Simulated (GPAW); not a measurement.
**A 7-layer slab of Os(0001) in an electric field**

Wanted: the out-of-plane polarisability of a 7-layer slab of Os(0001).

Calculated with GPAW 26.7.0; GPAW, PAW setups; slab in vacuum, relaxation, in the first sound run; inputs show where later runs differ.

This is a report of a sequence of runs, with most program output left out.

## (1) Set-up

The cell holds 7 atoms: 7 Os. Cell: a = 2.740 Å, b = 2.740 Å, c = 26.979 Å, α = 90.0°, β = 90.0°, γ = 60.0°. Vacuum lies along c.

## (2) Relaxation

Forces are removed first; all later runs use this geometry. The lowest 3 atoms are held at bulk positions and keep their forces.

run.py reads:

```python
import json
import numpy as np
from ase import Atoms
from ase.constraints import FixAtoms
from ase.optimize import BFGS
from gpaw import GPAW, PW

slab = Atoms(
    ['Os', 'Os', 'Os', 'Os', 'Os', 'Os', 'Os'],
    positions=[
        [0.00000, 0.00000, 7.00000],
        [2.74000, 1.58194, 9.16323],
        [0.00000, 0.00000, 11.32646],
        [2.74000, 1.58194, 13.48969],
        [0.00000, 0.00000, 15.65292],
        [2.74000, 1.58194, 17.81615],
        [0.00000, 0.00000, 19.97938]],
    cell=[[2.74, 0.0, 0.0], [1.37, 2.37291, 0.0], [0.0, 0.0, 26.97938]],
    pbc=[True, True, False])

slab.calc = GPAW(mode=PW(400), xc='PBE', kpts={'size': (13, 13, 1), 'gamma': True},
                 occupations={'name': 'fermi-dirac', 'width': 0.1}, nbands='160%',
                 convergence={'density': 1e-05}, maxiter=200,
                 poissonsolver={'dipolelayer': 'xy'},
                 symmetry={'tolerance': 1e-3, 'extra_ids': [1, 1, 1, 0, 0, 0, 0]}, txt='slab.txt')
result = {}
slab.set_constraint(FixAtoms([0, 1, 2]))
path = []
opt = BFGS(slab, maxstep=0.2)
opt.attach(lambda: path.append((slab.get_potential_energy(), slab.positions.tolist(), slab.get_forces().tolist())))
result['relaxed'] = bool(opt.run(fmax=0.03, steps=40))
result['path'] = path
energy = slab.get_potential_energy()
fermi = slab.calc.get_fermi_level()
v = slab.calc.get_electrostatic_potential().mean((0, 1)) - fermi
n = slab.calc.get_pseudo_density().mean((0, 1))
L = slab.cell[2, 2]
z = np.arange(len(v)) * L / len(v)
low, high = slab.positions[:, 2].min(), slab.positions[:, 2].max()
below, above = np.interp([low - 4.8, high + 4.8], z, v)
slopes = [np.interp(x, z, np.gradient(v, z)) for x in (low - 4.8, high + 4.8)]
eps = np.array([[slab.calc.get_eigenvalues(k, s) for k in range(len(slab.calc.get_ibz_k_points()))]
                for s in range(slab.calc.get_number_of_spins())]) - fermi
top, bottom = eps[eps < 0].max(), eps[eps > 0].min()
dipole = slab.get_dipole_moment()[2]
print(f'energy {energy:.4f} eV, Fermi level {fermi:.4f} eV, dipole {dipole:.5f} e A')
print(f'potential 4.8 A off the faces, from the Fermi level: lower {below:.4f} eV, upper {above:.4f} eV')
print(f'slope of the potential there: lower {slopes[0]:.5f}, upper {slopes[1]:.5f} eV/A')
print(f'nearest levels on the mesh: {top:.4f} and {bottom:.4f} eV')
print('magnetic moment', round(slab.get_magnetic_moment(), 3))
result.update(energy=energy, fermi=fermi, dipole=dipole, below=below, above=above, slopes=slopes, edges=[top, bottom],
              z=z.tolist(), v=v.tolist(), n=n.tolist(), positions=slab.positions.tolist(),
              forces=slab.get_forces(apply_constraint=False).tolist(), moments=slab.get_magnetic_moments().tolist())
json.dump(result, open('result.json', 'w'))
```

Launch:

```bash
> OMP_NUM_THREADS=1 OPENBLAS_NUM_THREADS=1 python run.py
```

Run time: 36 min. Hardware: 1 thread of Arm Neoverse V2, shared host; peak memory 0.28 GiB.

The steps of the relaxation:

```tsv
step	energy less that of the first step (eV)	largest force (eV/Å)
1	0.0000	0.8047
2	-0.0164	0.5597
3	-0.0303	0.1859
4	-0.0314	0.1471
5	-0.0327	0.0686
6	-0.0331	0.0633
7	-0.0333	0.0478
8	-0.0334	0.0585
9	-0.0335	0.0602
10	-0.0336	0.0551
11	-0.0337	0.0640
12	-0.0338	0.0451
13	-0.0338	0.0113
```

The atoms that moved most (Å):

```tsv
atom	dx	dy	dz	length
Os6	0.000	0.000	0.051	0.051
Os5	0.000	0.000	0.043	0.043
Os4	0.000	0.000	0.021	0.021
Os7	0.000	0.000	-0.014	0.014
```

Final coordinates:

```xyz
7
Lattice="2.7400 0.0000 0.0000 1.3700 2.3729 0.0000 0.0000 0.0000 26.9794" Properties=species:S:1:pos:R:3
Os    0.0000    0.0000    7.0000
Os    2.7400    1.5819    9.1632
Os    0.0000    0.0000   11.3265
Os    2.7400    1.5819   13.5104
Os    0.0000    0.0000   15.6961
Os    2.7400    1.5819   17.8676
Os    0.0000    0.0000   19.9651
```

Numbers from this step:

* dipole along the normal: 0.001979 e·Å
* levels nearest the Fermi level on the mesh: -0.01712, 0.02712 eV from the Fermi level
* upper work function: 5.322 eV
* lower work function: 5.375 eV

The electrostatic potential energy of an electron (without an applied field's), less the Fermi level, planar mean oscillates, so the rows of the table below give means over windows of 2.16 Å about each position, cut where the curve ends. Its maxima inside the range that stand out by 2 % of the span (Å: eV): 8.1: -2.71, 10.3: -2.93, 12.4: -2.68, 14.6: -2.69, 16.7: -2.97, 18.9: -3.60. Its minima: 7.0: -31.2, 9.2: -31.8, 11.3: -31.7, 13.5: -31.7, 15.6: -31.5, 17.9: -31.7, 20.0: -31.3.

Electrostatic potential energy of an electron (without an applied field's), less the Fermi level, planar mean against z; means over each step:

```tsv
z (Å)	electrostatic potential energy of an electron (without an applied field's), less the Fermi level, planar mean (eV)
1.08	5.37
3.24	5.36
5.40	1.72
7.56	-15.4
9.72	-15.8
11.88	-15.6
14.04	-15.5
16.20	-15.7
18.36	-16.2
20.52	-12.6
22.68	5.11
24.84	5.32
```

The pseudo valence density, planar mean by z:

```tsv
z (Å)	pseudo valence density, planar mean (e/Å³)
3.0	9.1e-5
3.5	3.4e-4
4.0	0.00127
4.5	0.00460
5.0	0.0170
5.5	0.0627
6.0	0.232
6.5	0.839
7.0	1.95
7.5	0.874
8.0	0.430
8.5	0.621
9.0	1.78
9.5	1.28
10.0	0.486
10.5	0.492
11.0	1.31
11.5	1.76
12.0	0.611
12.5	0.413
13.0	0.851
13.5	1.95
14.0	0.882
14.5	0.419
15.0	0.586
15.5	1.71
16.0	1.39
16.5	0.504
17.0	0.465
17.5	1.18
18.0	1.83
18.5	0.670
19.0	0.467
19.5	0.962
20.0	1.95
20.5	0.751
21.0	0.213
21.5	0.0572
22.0	0.0155
22.5	0.00431
23.0	0.00120
23.5	3.2e-4
24.0	8.8e-5
```

The relaxation lowered the energy of the cell by 0.0338 eV (energies extrapolated to zero smearing; the optimiser's log prints free energies). The largest force left on a free atom is 0.011 eV/Å.

## (3) The slab's potential

The work function is the vacuum plateau of the electrostatic potential less the Fermi level; a dipole layer lets the two faces have plateaus of their own.

This step: GPAW, PAW setups; slab in vacuum (GPAW 26.7.0).

Changes to run.py since step 2:

```diff
@@ -3,4 +3,2 @@
 from ase import Atoms
-from ase.constraints import FixAtoms
-from ase.optimize import BFGS
 from gpaw import GPAW, PW
@@ -13,6 +11,6 @@
         [0.00000, 0.00000, 11.32646],
-        [2.74000, 1.58194, 13.48969],
-        [0.00000, 0.00000, 15.65292],
-        [2.74000, 1.58194, 17.81615],
-        [0.00000, 0.00000, 19.97938]],
+        [2.74000, 1.58194, 13.51042],
+        [-0.00000, 0.00000, 15.69614],
+        [2.74000, 1.58194, 17.86756],
+        [-0.00000, 0.00000, 19.96509]],
     cell=[[2.74, 0.0, 0.0], [1.37, 2.37291, 0.0], [0.0, 0.0, 26.97938]],
@@ -24,10 +22,4 @@
                  poissonsolver={'dipolelayer': 'xy'},
-                 symmetry={'tolerance': 1e-3, 'extra_ids': [1, 1, 1, 0, 0, 0, 0]}, txt='slab.txt')
+                 symmetry={'tolerance': 1e-3}, txt='slab.txt')
 result = {}
-slab.set_constraint(FixAtoms([0, 1, 2]))
-path = []
-opt = BFGS(slab, maxstep=0.2)
-opt.attach(lambda: path.append((slab.get_potential_energy(), slab.positions.tolist(), slab.get_forces().tolist())))
-result['relaxed'] = bool(opt.run(fmax=0.03, steps=40))
-result['path'] = path
 energy = slab.get_potential_energy()
```

Wall time 4.6 min (1 thread); peak memory 0.27 GiB.

Numbers from this step:

* dipole along the normal: 0.001883 e·Å
* levels nearest the Fermi level on the mesh: -0.01724, 0.02712 eV from the Fermi level
* upper work function: 5.323 eV

The electrostatic potential energy of an electron (without an applied field's), less the Fermi level, planar mean oscillates, so the rows of the table below give means over windows of 2.16 Å about each position, cut where the curve ends. Its maxima inside the range that stand out by 2 % of the span (Å: eV): 8.1: -2.71, 10.3: -2.93, 12.4: -2.68, 14.6: -2.69, 16.7: -2.97, 18.9: -3.60. Its minima: 7.0: -31.2, 9.2: -31.8, 11.3: -31.7, 13.5: -31.7, 15.6: -31.5, 17.9: -31.7, 20.0: -31.3.

Table of electrostatic potential energy of an electron (without an applied field's), less the Fermi level, planar mean by z; means over each step:

(Unchanged from step 2.)

The pseudo valence density, planar mean oscillates, so the rows of the table below give means over windows of 2.16 Å about each position, cut where the curve ends. Its maxima inside the range that stand out by 2 % of the span (Å: e/Å³): 6.9: 1.98, 9.1: 1.97, 11.2: 1.96, 13.6: 1.98, 15.8: 2.02, 17.9: 2.04, 20.1: 1.96. Its minima: 8.2: 0.430, 10.1: 0.425, 12.5: 0.413, 14.7: 0.407, 16.8: 0.413, 19.0: 0.464.

The pseudo valence density, planar mean by z; means over each step:

```tsv
z (Å)	pseudo valence density, planar mean (e/Å³)
1.08	0
3.24	5.1e-4
5.40	0.143
7.56	0.995
9.72	0.995
11.88	0.988
14.04	0.988
16.20	0.993
18.36	1.02
20.52	0.850
22.68	0.00792
24.84	3.0e-5
```

Force by atom:

```tsv
atom	x (eV/Å)	y (eV/Å)	z (eV/Å)	size
Os1	0.000	0.000	0.791	0.791
Os2	0.000	0.000	-0.749	0.749
Os3	0.000	0.000	-0.033	0.033
Os4	0.000	0.000	-0.009	0.009
Os5	0.000	0.000	0.011	0.011
Os6	0.000	0.000	0.002	0.002
Os7	0.000	0.000	-0.010	0.010
```

The potential is flat to 9.9e-4 eV/Å where it is read, so the vacuum is wide enough.

## (4) In a field

A uniform field along the normal polarises the slab; the atoms stay fixed, so this is the electronic response alone.

Changes to run.py since step 3:

```diff
@@ -4,2 +4,3 @@
 from gpaw import GPAW, PW
+from gpaw.external import ConstantElectricField
 
@@ -22,2 +23,3 @@
                  poissonsolver={'dipolelayer': 'xy'},
+                 external=ConstantElectricField(-0.2, [0, 0, 1]),
                  symmetry={'tolerance': 1e-3}, txt='slab.txt')
```

Run time: 19 min. Hardware: 1 thread; peak memory 0.63 GiB.

This step gave:

```yaml
dipole_along_the_normal: -0.1169 e·Å
levels_nearest_the_fermi_level_on_the_mesh: -0.01392, 0.02720 eV from the Fermi level
potential_below_the_slab_the_applied_field_s_own_ramp_left_out: 3.727 eV from the Fermi level
potential_above_the_slab_the_applied_field_s_own_ramp_left_out: 6.978 eV from the Fermi level
```

The electrostatic potential energy of an electron (without an applied field's), less the Fermi level, planar mean oscillates, so the rows of the table below give means over windows of 2.16 Å about each position, cut where the curve ends. Its maxima inside the range that stand out by 2 % of the span (Å: eV): 8.1: -3.79, 10.3: -3.58, 12.4: -2.89, 14.6: -2.48, 16.8: -2.31, 18.9: -2.52, 26.5: 6.98. Its minima: 7.0: -32.5, 9.2: -32.7, 11.3: -32.2, 13.5: -31.7, 15.6: -31.1, 17.9: -30.8, 20.0: -30.0.

The electrostatic potential energy of an electron (without an applied field's), less the Fermi level, planar mean by z; means over each step:

```tsv
z (Å)	electrostatic potential energy of an electron (without an applied field's), less the Fermi level, planar mean (eV)
1.08	3.87
3.24	3.72
5.40	0.157
7.56	-16.5
9.72	-16.5
11.88	-15.9
14.04	-15.4
16.20	-15.1
18.36	-15.3
20.52	-11.2
22.68	6.75
24.84	6.98
```

Force by atom:

```tsv
atom	x (eV/Å)	y (eV/Å)	z (eV/Å)	size
Os1	0.000	0.000	0.796	0.796
Os2	0.000	0.000	-0.756	0.756
Os3	0.000	0.000	-0.030	0.030
Os4	0.000	0.000	-0.012	0.012
Os5	0.000	0.000	0.014	0.014
Os6	0.000	0.000	-0.005	0.005
Os7	0.000	0.000	-0.003	0.003
```

The dipole is now -0.117 e Å, against 0.0019 in the run without a field.

## (5) In a field

Changes to run.py since step 4:

```diff
@@ -23,3 +23,3 @@
                  poissonsolver={'dipolelayer': 'xy'},
-                 external=ConstantElectricField(-0.2, [0, 0, 1]),
+                 external=ConstantElectricField(-0.1, [0, 0, 1]),
                  symmetry={'tolerance': 1e-3}, txt='slab.txt')
```

Elapsed: 19 min, on 1 thread; peak memory 0.63 GiB.

This step gave:

```yaml
dipole_along_the_normal: -0.05753 e·Å
levels_nearest_the_fermi_level_on_the_mesh: -0.01568, 0.02717 eV from the Fermi level
potential_below_the_slab_the_applied_field_s_own_ramp_left_out: 4.549 eV from the Fermi level
potential_above_the_slab_the_applied_field_s_own_ramp_left_out: 6.150 eV from the Fermi level
```

The electrostatic potential energy of an electron (without an applied field's), less the Fermi level, planar mean oscillates, so the rows of the table below give means over windows of 2.16 Å about each position, cut where the curve ends. Its maxima inside the range that stand out by 2 % of the span (Å: eV): 8.1: -3.26, 10.3: -3.26, 12.4: -2.79, 14.6: -2.59, 16.7: -2.65, 18.9: -3.06. Its minima: 7.0: -31.8, 9.2: -32.3, 11.3: -32.0, 13.5: -31.7, 15.6: -31.3, 17.9: -31.3, 20.0: -30.6.

Table of electrostatic potential energy of an electron (without an applied field's), less the Fermi level, planar mean by z; means over each step:

z (Å), electrostatic potential energy of an electron (without an applied field's), less the Fermi level, planar mean (eV) and a bar from the least value:
```
     1.08        4.6 ############################
     3.24        4.5 ############################
     5.40        0.9 #######################
     7.56      -16.0 
     9.72      -16.2 
    11.88      -15.7 #
    14.04      -15.5 #
    16.20      -15.4 #
    18.36      -15.8 #
    20.52      -11.9 ######
    22.68        5.9 ##############################
    24.84        6.1 ##############################
```

Force by atom:

```tsv
atom	x (eV/Å)	y (eV/Å)	z (eV/Å)	size
Os1	0.000	0.000	0.794	0.794
Os2	0.000	0.000	-0.752	0.752
Os3	0.000	0.000	-0.032	0.032
Os4	0.000	0.000	-0.011	0.011
Os5	0.000	0.000	0.013	0.013
Os6	0.000	0.000	-0.002	0.002
Os7	0.000	0.000	-0.006	0.006
```

The dipole is now -0.0575 e Å, against 0.0019 in the run without a field.

## (6) Field on

Changes to run.py since step 5:

```diff
@@ -23,3 +23,3 @@
                  poissonsolver={'dipolelayer': 'xy'},
-                 external=ConstantElectricField(-0.1, [0, 0, 1]),
+                 external=ConstantElectricField(-0.05, [0, 0, 1]),
                  symmetry={'tolerance': 1e-3}, txt='slab.txt')
```

The job ended after 17 min (1 thread; peak memory 0.64 GiB).

The electrostatic potential energy of an electron (without an applied field's), less the Fermi level, planar mean oscillates, so the rows of the table below give means over windows of 2.16 Å about each position, cut where the curve ends. Its maxima inside the range that stand out by 2 % of the span (Å: eV): 8.1: -2.98, 10.3: -3.09, 12.4: -2.73, 14.6: -2.64, 16.7: -2.81, 18.9: -3.33. Its minima: 7.0: -31.5, 9.2: -32.1, 11.3: -31.9, 13.5: -31.7, 15.6: -31.4, 17.9: -31.5, 20.0: -30.9.

Table of electrostatic potential energy of an electron (without an applied field's), less the Fermi level, planar mean by z; means over each step:

z (Å), electrostatic potential energy of an electron (without an applied field's), less the Fermi level, planar mean (eV) and a bar from the least value:
```
     1.08        5.0 #############################
     3.24        4.9 #############################
     5.40        1.3 ########################
     7.56      -15.7 
     9.72      -16.0 
    11.88      -15.6 #
    14.04      -15.5 #
    16.20      -15.5 #
    18.36      -16.0 
    20.52      -12.3 #####
    22.68        5.5 ##############################
    24.84        5.7 ##############################
```

## (7) Field on

Changes to run.py since step 6:

```diff
@@ -23,3 +23,3 @@
                  poissonsolver={'dipolelayer': 'xy'},
-                 external=ConstantElectricField(-0.05, [0, 0, 1]),
+                 external=ConstantElectricField(0.05, [0, 0, 1]),
                  symmetry={'tolerance': 1e-3}, txt='slab.txt')
```

Elapsed: 17 min, on 1 thread; peak memory 0.64 GiB.

## (8) Field on

Changes to run.py since step 7:

```diff
@@ -23,3 +23,3 @@
                  poissonsolver={'dipolelayer': 'xy'},
-                 external=ConstantElectricField(0.05, [0, 0, 1]),
+                 external=ConstantElectricField(0.1, [0, 0, 1]),
                  symmetry={'tolerance': 1e-3}, txt='slab.txt')
```

Elapsed: 19 min, on 1 thread; peak memory 0.65 GiB.

The dipole is now 0.0612 e Å, against 0.0019 in the run without a field.

## (9) Field on

Changes to run.py since step 8:

```diff
@@ -23,3 +23,3 @@
                  poissonsolver={'dipolelayer': 'xy'},
-                 external=ConstantElectricField(0.1, [0, 0, 1]),
+                 external=ConstantElectricField(0.2, [0, 0, 1]),
                  symmetry={'tolerance': 1e-3}, txt='slab.txt')
```

Elapsed: 19 min, on 1 thread; peak memory 0.63 GiB.

The electrostatic potential energy of an electron (without an applied field's), less the Fermi level, planar mean oscillates, so the rows of the table below give means over windows of 2.16 Å about each position, cut where the curve ends. Its maxima inside the range that stand out by 2 % of the span (Å: eV): 1.2: 7.03, 8.1: -1.64, 10.3: -2.28, 12.4: -2.46, 14.6: -2.91, 16.7: -3.62, 18.9: -4.68. Its minima: 7.0: -29.9, 9.2: -31.0, 11.3: -31.3, 13.5: -31.7, 15.6: -31.9, 17.9: -32.6, 20.0: -32.6.

Table of electrostatic potential energy of an electron (without an applied field's), less the Fermi level, planar mean by z; means over each step:

z (Å), electrostatic potential energy of an electron (without an applied field's), less the Fermi level, planar mean (eV) and a bar from the least value:
```
     1.08        6.9 ##############################
     3.24        7.0 ##############################
     5.40        3.3 #########################
     7.56      -14.2 ####
     9.72      -15.0 ###
    11.88      -15.2 ##
    14.04      -15.6 ##
    16.20      -16.2 #
    18.36      -17.2 
    20.52      -14.0 ####
    22.68        3.5 ##########################
    24.84        3.7 ##########################
```

The dipole is now 0.121 e Å, against 0.0019 in the run without a field.

(Part 1 of 2 ends here.)

[Logs are printed without paths, hosts, clocks, repeated set-up lines and the standing remarks that a program may print on its own settings, such as how far it seeks lower states.]

[Hosts, paths, dates, database ids (printed as entryN), source tags and the programs' standing remarks are cut or masked in the printed files.]
